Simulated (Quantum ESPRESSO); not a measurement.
# ZrFe2: which magnetic order is lowest

Aim: find out which collinear order of ZrFe2 costs least.

Calculated with Quantum ESPRESSO 7.5; PBEsol; plane waves with GBRV 1.5 PBEsol potentials, no spin-orbit coupling.

This is a report of a sequence of runs, with most program output left out.

**1. The starting structure**

The structure is cubic, space group Fd-3m (No. 227). The conventional cell has a = 7.087 Å, b = 7.087 Å, c = 7.087 Å, α = 90.00°, β = 90.00°, γ = 90.00°. Nearest to Zr lie 12 Fe at 2.94 Å and 4 Zr at 3.07 Å. Nearest to Fe lie 6 Fe at 2.51 Å and 6 Zr at 2.94 Å. Farther neighbours are not listed.

The cell comes from the Crystallography Open Database.

**2. Run 1, typed as ferro ++++**

The signs are those of the starting moments on the seeded atoms, the atoms that are given a moment.

pw.in reads:

```
&CONTROL
  calculation = 'scf'
  prefix = 'pwscf'
  outdir = './tmp'
  pseudo_dir = './pseudo'
  disk_io = 'nowf'
/
&SYSTEM
  ibrav = 0
  celldm(1) = 8
  nat = 6
  ntyp = 2
  ecutwfc = 40
  ecutrho = 280
  nbnd = 62
  occupations = 'smearing'
  smearing = 'fd'
  degauss = 0.00734986
  nspin = 2
  starting_magnetization(1) = 0
  starting_magnetization(2) = 0.175
/
&ELECTRONS
  conv_thr = 1.2d-08
  electron_maxstep = 150
  mixing_beta = 0.3
/
ATOMIC_SPECIES
Zr     91.2240 zr_pbesol_v1.uspp.F.UPF
Fe     55.8450 fe_pbesol_v1.5.uspp.F.UPF
CELL_PARAMETERS alat
   0.0000000000000    0.8370305653264    0.8370305653264
   0.8370305653264    0.0000000000000    0.8370305653264
   0.8370305653264    0.8370305653264    0.0000000000000
ATOMIC_POSITIONS crystal
Zr      0.0000000000    0.0000000000    0.0000000000
Zr      0.2500000000    0.2500000000    0.2500000000
Fe      0.6250000000    0.6250000000    0.6250000000
Fe      0.1250000000    0.6250000000    0.6250000000
Fe      0.6250000000    0.6250000000    0.1250000000
Fe      0.6250000000    0.1250000000    0.6250000000
K_POINTS automatic
6 6 6 0 0 0
```

On the command line:

```console
OMP_NUM_THREADS=1 mpirun -n 4 pw.x -nk 4 -in pw.in > pw.out
```

Elapsed: 34 s, on 4 MPI ranks of Arm Neoverse V2, shared host; peak memory 0.61 GiB; 2.3 min of CPU time.

Spin moment in the atom's sphere by atom:

| atom | spin moment in the atom's sphere (μB) |
| --- | --- |
| Zr1 | -0.44 |
| Zr2 | -0.44 |
| Fe3 | 1.99 |
| Fe4 | 1.99 |
| Fe5 | 1.99 |
| Fe6 | 1.99 |

This step gave:

```yaml
smearing_term_ts: 0.1495 eV
magnetization: 6.402 μB
absolute_magnetization: 9.605 μB
final_state: ferrimagnetic
```

**3. Run 2 (antiferro ++−−)**

pw.in reads:

```
&CONTROL
  calculation = 'scf'
  prefix = 'pwscf'
  outdir = './tmp'
  pseudo_dir = './pseudo'
  disk_io = 'nowf'
/
&SYSTEM
  ibrav = 0
  celldm(1) = 8
  nat = 6
  ntyp = 3
  ecutwfc = 40
  ecutrho = 280
  nbnd = 56
  occupations = 'smearing'
  smearing = 'fd'
  degauss = 0.00734986
  nspin = 2
  starting_magnetization(1) = 0
  starting_magnetization(2) = 0.175
  starting_magnetization(3) = -0.175
/
&ELECTRONS
  conv_thr = 1.2d-08
  electron_maxstep = 150
  mixing_beta = 0.3
/
ATOMIC_SPECIES
Zr     91.2240 zr_pbesol_v1.uspp.F.UPF
Fe1    55.8450 fe_pbesol_v1.5.uspp.F.UPF
Fe2    55.8450 fe_pbesol_v1.5.uspp.F.UPF
CELL_PARAMETERS alat
   0.0000000000000    0.8370305653264    0.8370305653264
   0.8370305653264    0.0000000000000    0.8370305653264
   0.8370305653264    0.8370305653264    0.0000000000000
ATOMIC_POSITIONS crystal
Zr      0.0000000000    0.0000000000    0.0000000000
Zr      0.2500000000    0.2500000000    0.2500000000
Fe1     0.6250000000    0.6250000000    0.6250000000
Fe1     0.1250000000    0.6250000000    0.6250000000
Fe2     0.6250000000    0.6250000000    0.1250000000
Fe2     0.6250000000    0.1250000000    0.6250000000
K_POINTS automatic
6 6 6 0 0 0
```

The job ended after 2.2 min (4 MPI ranks; peak memory 0.74 GiB; 8.8 min of CPU time).

Spin moment in the atom's sphere by atom:

| atom | spin moment in the atom's sphere (μB) |
| --- | --- |
| Zr1 | 0.00 |
| Zr2 | 0.00 |
| Fe3 | 1.26 |
| Fe4 | 1.26 |
| Fe5 | -1.26 |
| Fe6 | -1.26 |

Read from the output:

| Property | Result |
| --- | --- |
| smearing term TS | 0.3176 eV |
| magnetization | -0.006 μB |
| absolute magnetization | 5.426 μB |
| final state | antiferromagnetic |

**4. Run 3 (ferri +++−)**

Changes to pw.in since step 3:

```diff
@@ -14,3 +14,3 @@
   ecutrho = 280
-  nbnd = 56
+  nbnd = 59
   occupations = 'smearing'
@@ -41,3 +41,3 @@
 Fe1     0.1250000000    0.6250000000    0.6250000000
-Fe2     0.6250000000    0.6250000000    0.1250000000
+Fe1     0.6250000000    0.6250000000    0.1250000000
 Fe2     0.6250000000    0.1250000000    0.6250000000
```

Wall time 1.8 min (4 MPI ranks); peak memory 0.7 GiB; 7.2 min of CPU time.

Spin moment in the atom's sphere by atom:

| atom | spin moment in the atom's sphere (μB) |
| --- | --- |
| Zr1 | -0.17 |
| Zr2 | -0.17 |
| Fe3 | 1.38 |
| Fe4 | 1.38 |
| Fe5 | 1.38 |
| Fe6 | -1.54 |

Read from the output:

- smearing term TS: 0.3114 eV
- magnetization: 2.005 μB
- absolute magnetization: 6.395 μB
- final state: ferrimagnetic

**5. Run 4 (no spin polarisation)**

pw.in reads:

```
&CONTROL
  calculation = 'scf'
  prefix = 'pwscf'
  outdir = './tmp'
  pseudo_dir = './pseudo'
  disk_io = 'nowf'
/
&SYSTEM
  ibrav = 0
  celldm(1) = 8
  nat = 6
  ntyp = 2
  ecutwfc = 40
  ecutrho = 280
  nbnd = 56
  occupations = 'smearing'
  smearing = 'fd'
  degauss = 0.00734986
/
&ELECTRONS
  conv_thr = 1.2d-08
  electron_maxstep = 150
  mixing_beta = 0.3
/
ATOMIC_SPECIES
Zr     91.2240 zr_pbesol_v1.uspp.F.UPF
Fe     55.8450 fe_pbesol_v1.5.uspp.F.UPF
CELL_PARAMETERS alat
   0.0000000000000    0.8370305653264    0.8370305653264
   0.8370305653264    0.0000000000000    0.8370305653264
   0.8370305653264    0.8370305653264    0.0000000000000
ATOMIC_POSITIONS crystal
Zr      0.0000000000    0.0000000000    0.0000000000
Zr      0.2500000000    0.2500000000    0.2500000000
Fe      0.6250000000    0.6250000000    0.6250000000
Fe      0.1250000000    0.6250000000    0.6250000000
Fe      0.6250000000    0.6250000000    0.1250000000
Fe      0.6250000000    0.1250000000    0.6250000000
K_POINTS automatic
6 6 6 0 0 0
```

The job ended after 15 s (4 MPI ranks; peak memory 0.46 GiB).

Read from the output:

```yaml
smearing_term_ts: 0.3745 eV
final_state: non-magnetic (no spin polarisation)
```

**6. The states side by side**

An order is kept where moments of 0.15 μB or more survive with the typed signs; meshes match where a doubled cell samples the same k points as the first cell.

Ferrimagnetic means that a moment over 0.15 μB on a transition or rare-earth metal, induced ones included, opposes the net moment. Orders:

| start | final state | typed order kept | energy over the lowest (meV a seeded atom) | largest site moment (μB) | net moment (μB a cell of the first run) | mesh matched | CPU time (s) |
| --- | --- | --- | --- | --- | --- | --- | --- |
| ferro ++++ | ferrimagnetic | yes | 0 | 1.987 | 6.402 | yes | 135.2 |
| antiferro ++-- | antiferromagnetic | yes | 164.4 | 1.264 | 0.006449 | yes | 530.9 |
| ferri +++- | ferrimagnetic | yes | 143.3 | 1.538 | 2.005 | yes | 432.9 |
| no spin polarisation | non-magnetic | - | 211.4 | 0 | 0 | yes | 61.55 |

**7. Summary of results**

| Item | Value |
| --- | --- |
| lowest state found | ferrimagnetic (from ferro ++++) |
| largest site moment | 1.99 μB |
| next state with moments | ferrimagnetic, 143 meV a seeded atom higher |
| state without moments | 211 meV a seeded atom higher |

In words: The smearing terms TS of the orders run from 37 to 79 meV a seeded atom, so the differences would change at a smaller width: an order with a larger TS is lowered more by the smearing. Only these 4 starts were compared; other wavevectors, canted and longer-period orders were not. Energies are free energies at an electronic temperature of 1160 K, which lowers moments and differences where the moments are itinerant.

[Logs and program files are shortened in this print: banners, set-up blocks, solver, clock and traceback lines can be left out without a mark of their own.]

[Logs are printed without paths, hosts, clocks, repeated set-up lines and the standing remarks that a program may print on its own settings, such as how far it seeks lower states.]

[Hosts, paths, dates, database ids (printed as entryN), source tags and the programs' standing remarks are cut or masked in the printed files.]

[Where a cell is said to come from a database of computed structures, the database is the Materials Project.]
